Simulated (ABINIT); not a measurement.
Computed results, one entry a study.

```
! title: A GW chain in ABINIT: CdS (Greenockite)
! method: RPA screening on PBE, plane waves, norm-conserving pseudopotentials (and 2 further levels or steps)
! program: ABINIT 10.8.3
! settings: cutoff 47 Ha, PseudoDojo scalar-relativistic 0.4.1 standard, norm-conserving, potential set dojo-sr-pbe-0.4.1-standard, ngkpt (3, 3, 2), nband 251, ecuteps 6 Ha, inclvkb 2, shiftk (0, 0, 0), symchi 1, awtr 1, frequency ppm, 3×3×2 k-mesh
! cost: 5 runs, 12 min in all on 4 MPI ranks of Arm Neoverse V1, shared host
! notes: The database entry behind the starting cell differs from other determinations. The program’s warnings: nkpt*nsppol () is not a multiple of nproc spkpt (). The cell and positions come from the Crystallography Open Database and are kept as given unless a step says otherwise. Limits: no spin-orbit coupling. The 3×3×2 mesh is coarse for this cell, which bears on the long-range parts of exchange and screening.
! PBE gap: 1.20 eV, direct
! G0W0 gap on the mesh: 2.07 eV
! GW settings: 3×3×2 mesh, 251 bands, screening to 163.3 eV, Godby-Needs plasmon pole
! known limits: short of the basis limit; no spin-orbit coupling; coarse k mesh
CELL_PARAMETERS angstrom
4.13700 0.00000 0.00000
-2.06850 3.58275 0.00000
0.00000 0.00000 6.71440
ATOMIC_POSITIONS crystal
Cd 0.66667 0.33333 0.00000
Cd 0.33333 0.66667 0.50000
S 0.66667 0.33333 0.37500
S 0.33333 0.66667 0.87500
```

[Long decimals in the printed logs are rounded to 6 places.]

[Logs are printed without paths, hosts, clocks, repeated set-up lines and the standing remarks that a program may print on its own settings, such as how far it seeks lower states.]

[Paths, hosts, dates, memory and timing lines, banners, echoed tables and standing remarks are left out of the program output; an Ansatz launch command may be rebuilt from the run's recorded settings. Measured values are a selection of at most five: reports struck by readers or far from the other reports are left out. None is set beside runs whose start may be inverted or whose files or cutoffs have a known fault.]

[Runs of the session that timed out or met a known fault of the program may be left out.]

[Hosts, paths, dates, database ids (printed as entryN), source tags and the programs' standing remarks are cut or masked in the printed files.]

[G0W0 gaps are taken among the corrected bands and points alone; a level outside them can change the order at an edge.]

[Where Ansatz stands beside ABINIT at settings called matched, ABINIT's density can come from a denser mesh and the files from another edition; pairs whose starting gaps differed by over 0.03 eV were left out, so agreement reads better than it is.]
